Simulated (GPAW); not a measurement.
Computed results, one entry a study.

```cif
data_inbi
_symmetry_space_group_name_H-M 'P 1'
_symmetry_Int_Tables_number 1
_cell_length_a 4.6570
_cell_length_b 4.6570
_cell_length_c 11.4000
_cell_angle_alpha 90.000
_cell_angle_beta 90.000
_cell_angle_gamma 120.000
_cell_volume 214.11
loop_
_atom_site_label
_atom_site_type_symbol
_atom_site_fract_x
_atom_site_fract_y
_atom_site_fract_z
_atom_site_occupancy
In1 In 0.33333 0.66667 0.46432 1
Bi2 Bi 0.66667 0.33333 0.53571 1
_calc_subject 'InBi (honeycomb monolayer): G0W0 with GPAW, start to end'
_calc_method 'DFT, LDA, plane waves, PAW (and 1 further level or step)'
_calc_program 'GPAW 26.7.0'
_calc_settings_of_one_run 'cutoff 550 eV, GPAW PAW setups 1.2.1 data release, 6×6×1 k-mesh'
_calc_cost '4 runs, 4.1 min in all on 4 MPI ranks of Arm Neoverse V2, shared host (the runs of this entry)'
_calc_notes 'Values taken over the cell’s volume include its vacuum. The start is a generated structure, not a measured one. Limits: no spin-orbit coupling. Bands and cutoff are finite, so the gap is not at the basis limit. The miss can reach some tenths of an eV and take either sign; the mesh is an error of its own. With atoms this heavy and so narrow a gap, spin-orbit coupling can invert the bands. These scalar-relativistic gaps are then model values, not to be set against experiment, and a spin-orbit change taken from DFT can’t simply be added.'
_calc_lda_gap '0.19 eV, direct'
_calc_g0w0_gap_on_the_mesh '0.63 eV'
_calc_gw_settings '6×6×1 mesh, 161 bands, screening to 48 eV, full frequency, Hilbert transform'
_calc_known_limits 'not at the basis limit; model gap, bands may invert with spin-orbit coupling; no spin-orbit coupling'
```

[Paths, hosts, dates, memory and timing lines, banners, echoed tables and standing remarks are left out of the program output.]

[Logs are printed without paths, hosts, clocks, repeated set-up lines and the standing remarks that a program may print on its own settings, such as how far it seeks lower states.]

[Runs of the session that timed out or met a known fault of the program may be left out.]

[Hosts, paths, dates, database ids (printed as entryN), source tags and the programs' standing remarks are cut or masked in the printed files.]
